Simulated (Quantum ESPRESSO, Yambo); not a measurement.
# Quasiparticle gap of OsIF (1T monolayer (Janus)) in Yambo, part 2 of 3

Aim: the G0W0 gap of OsIF (1T monolayer (Janus)) on PBE, step by step.

Quantum ESPRESSO 7.5 and Yambo 5.3.0; PBE and many-body steps on it, plane waves. Known limits of the many-body steps: not at the basis limit; no spin polarisation; d states lean on the start; no spin-orbit coupling.

So far. Step 2 (Ground state): The gap is indirect, with the least direct gap 0.22 eV higher. Step 3 (Bands along the symmetry lines): The gap is 1.324 eV, −0.012 eV from the run before at this level.

## (4) Empty states on the mesh, 6×6×1 mesh, 126 bands

Level of this step: DFT, PBE, plane waves, norm-conserving pseudopotentials (Quantum ESPRESSO).

The sums over transitions need many empty states on a uniform mesh; this step solves for them.

File pw.in:

```
&control
  calculation = 'nscf'
  prefix = 'x'
  outdir = 'o'
  pseudo_dir = 'pseudo'
/
&system
  ibrav = 0
  nat = 3
  ntyp = 3
  ecutwfc = 76.0
  nbnd = 126
  force_symmorphic = .true.
/
&electrons
  conv_thr = 1e-9
  electron_maxstep = 80
  diago_full_acc = .true.
  diago_thr_init = 5e-6
/
ATOMIC_SPECIES
  Os 190.23 Os.upf
  F 18.998 F.upf
  I 126.9 I.upf
CELL_PARAMETERS angstrom
  3.8117470532 0.0000000002 0.0000000000
  -1.9058735268 3.3010697807 0.0000000000
  0.0000000000 0.0000000000 15.0000000000
ATOMIC_POSITIONS crystal
  Os 0.0000000000 0.0000000000 0.5053837070
  F 0.3333333333 0.6666666667 0.5728503678
  I 0.6666666667 0.3333333333 0.4217659252
K_POINTS automatic
  6 6 1 0 0 0
```

Started as:

```sh
$ OMP_NUM_THREADS=1 mpirun -n 4 pw.x -nk 4 -in pw.in > pw.out
```

The log of the run:

```text
[banner, memory and clock lines left out]
Program PWSCF v.7.5 starts

     Atomic positions and unit cell read from directory:
     o/x.save/

     Message from routine setup:
     using ibrav=0 with symmetry is DISCOURAGED, use correct ibrav instead

     G-vector sticks info

     bravais-lattice index     =            0
     lattice parameter (alat)  =       7.2032  a.u.
     unit-cell volume          =    1273.6985 (a.u.)^3
     number of atoms/cell      =            3
     number of atomic types    =            3
     number of electrons       =        48.00
     number of Kohn-Sham states=          126
     kinetic-energy cutoff     =      76.0000  Ry
     charge density cutoff     =     304.0000  Ry
     Exchange-correlation= PBE
                           (   1   4   3   4   0   0   0)

     celldm(1)=   7.203158  celldm(2)=   0.000000  celldm(3)=   0.000000
     celldm(4)=   0.000000  celldm(5)=   0.000000  celldm(6)=   0.000000

     crystal axes: (cart. coord. in units of alat)
               a(1) = (   1.000000   0.000000   0.000000 )
               a(2) = (  -0.500000   0.866025   0.000000 )
               a(3) = (   0.000000   0.000000   3.935203 )

     reciprocal axes: (cart. coord. in units 2 pi/alat)
               b(1) = (  1.000000  0.577350 -0.000000 )
               b(2) = ( -0.000000  1.154701  0.000000 )
               b(3) = (  0.000000 -0.000000  0.254116 )
     Pseudo is Norm-conserving + core correction, Zval = 16.0
     Generated using ONCVPSP code by D. R. Hamann
     Using radial grid of 1344 points,  8 beta functions with:
     Pseudo is Norm-conserving + core correction, Zval =  7.0
     Generated using ONCVPSP code by D. R. Hamann
     Using radial grid of  832 points,  5 beta functions with:
     Pseudo is Norm-conserving + core correction, Zval = 25.0
     Generated using ONCVPSP code by D. R. Hamann
     Using radial grid of 1188 points,  8 beta functions with:
     Os               16.00   190.23000     Os( 1.00)
     F                 7.00    18.99800     F ( 1.00)
     I                25.00   126.90000     I ( 1.00)

      6 Sym. Ops. (no inversion) found

   Cartesian axes

     site n.     atom                  positions (alat units)
         1        Os     tau(   1) = (   0.0000000   0.0000000   1.9887877  )
         2        F      tau(   2) = (  -0.0000000   0.5773503   2.2542827  )
         3        I      tau(   3) = (   0.5000000   0.2886751   1.6597347  )

     number of k points=     7
                       cart. coord. in units 2pi/alat
        k(    1) = (   0.0000000   0.0000000   0.0000000), wk =   0.0555556
        k(    2) = (  -0.0000000   0.1924501   0.0000000), wk =   0.3333333
        k(    3) = (  -0.0000000   0.3849002   0.0000000), wk =   0.3333333
        k(    4) = (   0.0000000  -0.5773503   0.0000000), wk =   0.1666667
        k(    5) = (   0.1666667   0.2886751   0.0000000), wk =   0.3333333
        k(    6) = (   0.1666667   0.4811252   0.0000000), wk =   0.6666667
        k(    7) = (   0.3333333   0.5773503   0.0000000), wk =   0.1111111

     Dense  grid:   113677 G-vectors     FFT dimensions: (  40,  40, 160)

     The potential is recalculated from file :
     o/x.save/charge-density

     Starting wfcs are   27 randomized atomic wfcs +   99 random wfcs

     Band Structure Calculation

     End of band structure calculation

          k = 0.0000 0.0000 0.0000 ( 14179 PWs)   bands (ev):

  -176.7401-123.6210-123.6210-123.5458 -84.6343 -46.0369 -46.0369 -45.9771
   -45.9771 -45.9369 -44.0848 -44.0848 -43.9604 -22.1661 -14.4263  -5.3558
    -5.0149  -5.0149  -2.8948  -2.7123  -2.7123  -0.4778  -0.4778   0.3728
     3.1771   3.2205   3.2205   4.8231   5.4580   5.9214   7.3923   8.2410
[...]
[... 4 further rows ...]
[...]
38.4337  38.4337  39.7881  39.9727  40.0519  40.0519

          k =-0.0000 0.1925 0.0000 ( 14213 PWs)   bands (ev):

  -176.7401-123.6211-123.6210-123.5458 -84.6342 -46.0478 -46.0343 -45.9793
[...]
[... 4 further rows ...]
[...]
38.3505  38.5976  38.7772  39.0502  39.3883  39.9840

          k =-0.0000 0.3849 0.0000 ( 14245 PWs)   bands (ev):

  -176.7401-123.6211-123.6210-123.5458 -84.6341 -46.0477 -46.0344 -45.9837
[...]
24.7305  25.2350  25.2437  25.6803  25.7721  25.7897  26.3563  26.6936
     [... 4 further rows ...]
    35.0719  35.2066  35.3922  35.7709  35.9982  36.3304  36.5822  36.6589
    36.7230  36.9303  37.2728  37.7227  37.9498  38.1297

          k = 0.0000-0.5774 0.0000 ( 14212 PWs)   bands (ev):

     [... further k-points ...]

     highest occupied, lowest unoccupied level (ev):     0.4193    1.7555

     XML data file, pseudopotentials, collected wavefunctions
```

The job ended after 48 s (4 MPI ranks of Arm Neoverse V1, shared host; peak memory 0.98 GiB; 3.2 min of CPU time).

Numbers from this step:

* gap: 1.336 eV
* k of the valence top: 0, 0.1667, 0
* k of the conduction bottom: 0.3333, 0.3333, 0
* least direct gap: 1.543 eV
* k points computed: 7
* lowest point of the top converged band, above the valence top: 37.39 eV

On this mesh the gap is 1.336 eV.

## (5) Conversion and set-up

This step: Yambo 5.3.0; conversion and set-up on PBE, plane waves, norm-conserving pseudopotentials.

The states are converted to the many-body program's format and the q mesh is built.

Started as:

```sh
$ (cd o/x.save; p2y > p2y.log; mv SAVE ../..); yambo > setup.log
```

The log of the run:

```text
 Yambo, version 5.3.0

 [02] CORE Variables Setup
 =========================

  [02.01] Unit cells
  ==================

  Cell kind             :  HCP
  Atoms in the cell     :  Os  F  I
  number of Os atoms    :  1
  number of F  atoms    :  1
  number of I  atoms    :  1

  List of atomic masses
  Mass of Os    :  190.2300
  Mass of F     :  18.99800
  Mass of I     :  126.9000

  List of atomic coordinates    : [cc]
  Os1       :   0.00000   0.00000  14.32555  order 1
  F1       : -0.61212E-09   4.1587       16.238      order 2
  I1       :   3.60158   2.07937  11.95533  order 3

  Alat factors          :   7.20316   6.23812  28.34589 [a.u.]
  Direct lattice volume :   1273.70    [a.u.]
  Direct lattice vectors:  A[ 1 ]  A[ 2 ]  A[ 3 ]
   A[ 1 ]:   1.0000      0.60586E-10   0.0000      [iru]
    7.2032      0.37795E-09   0.0000      [cc]
   A[ 2 ]: -0.500000  1.000000  0.000000  [iru]
  -3.601579  6.238118  0.000000  [cc]
   A[ 3 ]:  0.000000  0.000000  1.000000  [iru]
    0.00000   0.00000  28.34589  [cc]

  Recip. lattice volume :  0.194748 [a.u.]
  Recip. lattice vectors:  B[ 1 ]  B[ 2 ]  B[ 3 ]
   B[ 1 ]:  1.000000  0.500000  0.000000  [iku]
   0.872282  0.503612 -0.000000  [cc]
   B[ 2 ]: -0.60586E-10   1.0000       0.0000      [iku]
  -0.52848E-10   1.0072       0.0000      [cc]
   B[ 3 ]:  0.000000  0.000000  1.000000  [iku]
   0.000000 -0.000000  0.221661  [cc]

  [02.02] Symmetries
  ==================

  Inversion symmetry    : yes
  Spatial inversion     : no
  Inversion index       :   7
  K-space Time-reversal : yes
  Magnetic symmetries   : no
  Time-reversal derived K-space symmetries:   7  12
  Group table correct   : yes
  Symmetries units      :  [cc]

   [S  1]:   1.0000     -0.44515E-27   0.0000     -0.49062E-16   1.0000       0.0000       0.0000       0.0000       1.0000
   [S  2]: -0.500000  0.866025  0.000000 -0.866025 -0.500000  0.000000  0.000000  0.000000  1.000000
   [S  3]: -0.500000 -0.866025  0.000000  0.866025 -0.500000  0.000000  0.000000  0.000000  1.000000
   [S  4]:  -1.0000     -0.10494E-09   0.0000     -0.12117E-09   1.0000       0.0000       0.0000       0.0000       1.0000
   [S  5]:  0.500000  0.866025  0.000000  0.866025 -0.500000  0.000000  0.000000  0.000000  1.000000
   [S  6]:  0.500000 -0.866025  0.000000 -0.866025 -0.500000  0.000000  0.000000  0.000000  1.000000
   [S* 7]:  -1.0000      0.44515E-27  -0.0000      0.49062E-16  -1.0000      -0.0000      -0.0000      -0.0000      -1.0000
   [S* 8]:  0.500000 -0.866025 -0.000000  0.866025  0.500000 -0.000000 -0.000000 -0.000000 -1.000000
   [S* 9]:  0.500000  0.866025 -0.000000 -0.866025  0.500000 -0.000000 -0.000000 -0.000000 -1.000000
   [S*10]:   1.0000      0.10494E-09  -0.0000      0.12117E-09  -1.0000      -0.0000      -0.0000      -0.0000      -1.0000
   [S*11]: -0.500000 -0.866025 -0.000000 -0.866025  0.500000 -0.000000 -0.000000 -0.000000 -1.000000
[...]
K/Q-points units:
  rlu = crystal or reduced units; cc = cartesian coordinates; iku = interal k-units

  K [1]          [rlu]:  0.000000  0.000000  0.000000
         WF components:  14179
  K [2]          [rlu]: -0.24576E-27  0.16667       0.0000
         WF components:  14213
  K [3]          [rlu]: -0.49152E-27  0.33333       0.0000
         WF components:  14245
  K [4]          [rlu]:  0.12046E-25 -0.50000       0.0000
         WF components:  14212
  K [5]          [rlu]:  0.166667  0.166667  0.000000
         WF components:  14266
  K [6]          [rlu]:  0.166667  0.333333  0.000000
         WF components:  14267
  K [7]          [rlu]:  0.333333  0.333333  0.000000
         WF components:  14280

  [02.05] Energies & Occupations
  ==============================

  [X] === General ===
  [X] Electronic Temperature                        :  0.000000  0.000000 [eV K]
  [X] Bosonic    Temperature                        :  0.000000  0.000000 [eV K]
  [X] Finite Temperature mode                       : no
  [X] El. density                                   :  0.25431E+24 [cm-3]
  [X] Fermi Level                                   :  0.419283 [eV]

  [X] === Gaps and Widths ===
  [X] Conduction Band Min                           :  1.336183 [eV]
  [X] Valence Band Max                              :  0.000000 [eV]
  [X] Filled Bands                                  :  24
  [X] Empty Bands                                   :   25  126
  [X] Direct Gap                                    :  1.542883 [eV]
  [X] Direct Gap localized at k                     :   6
  [X] Indirect Gap                                  :  1.336183 [eV]
  [X] Indirect Gap between kpts                     :   2   7
  [X] Last valence band width                       :  0.296157 [eV]
  [X] 1st conduction band width                     :  1.421647 [eV]

  E @ K [1]:  [eV]
  -177.1593 -124.0403 -124.0403 -123.9650  -85.0536  -46.4562  -46.4562  -46.3964
[...]
occ @ K [1]
[...]
E @ K [2]:  [eV]
[...]
occ @ K [2]
[...]
E @ K [3]:  [eV]
[...]
occ @ K [3]
[...]
E @ K [4]:  [eV]
[...]
occ @ K [4]
[...]
E @ K [5]:  [eV]
[...]
occ @ K [5]
[...]
E @ K [6]:  [eV]
[...]
occ @ K [6]
[...]
E @ K [7]:  [eV]
[...]
occ @ K [7]
[...]
0.000000  0.000000  0.000000  0.000000  0.000000  0.000000  0.000000  0.000000
   0.000000  0.000000  0.000000  0.000000  0.000000  0.000000  0.000000  0.000000

 [03] Transferred momenta grid and indexing
 ==========================================

 IBZ Q-points                                      :   7
 BZ  Q-points                                      :   36

 K/Q-points units:
 rlu = crystal or reduced units; cc = cartesian coordinates; iku = interal k-units

 Q [1]          [rlu]:  0.000000  0.000000  0.000000
 Q [2]          [rlu]: -0.94420E-17  0.16667       0.0000
 Q [3]          [rlu]: -0.18884E-16  0.33333       0.0000
 Q [4]          [rlu]:  0.28326E-16 -0.50000       0.0000
 Q [5]          [rlu]:  0.166667  0.166667  0.000000
 Q [6]          [rlu]:  0.166667  0.333333  0.000000
 Q [7]          [rlu]:  0.333333  0.333333  0.000000

  [03.01] X indexes
  =================

   [03.01.01] Sigma indexes
   ========================

 [06] Game Over & Game summary
```

The job ended after 3.5 s (1 MPI rank; peak memory 0.26 GiB).

[end of part 2 of 3]

[Paths, hosts, dates, memory and timing lines, banners, echoed tables and standing remarks are left out of the program output.]

[Logs are printed without paths, hosts, clocks, repeated set-up lines and the standing remarks that a program may print on its own settings, such as how far it seeks lower states.]

[Runs of the session that timed out or met a known fault of the program may be left out.]

[Hosts, paths, dates, database ids (printed as entryN), source tags and the programs' standing remarks are cut or masked in the printed files.]
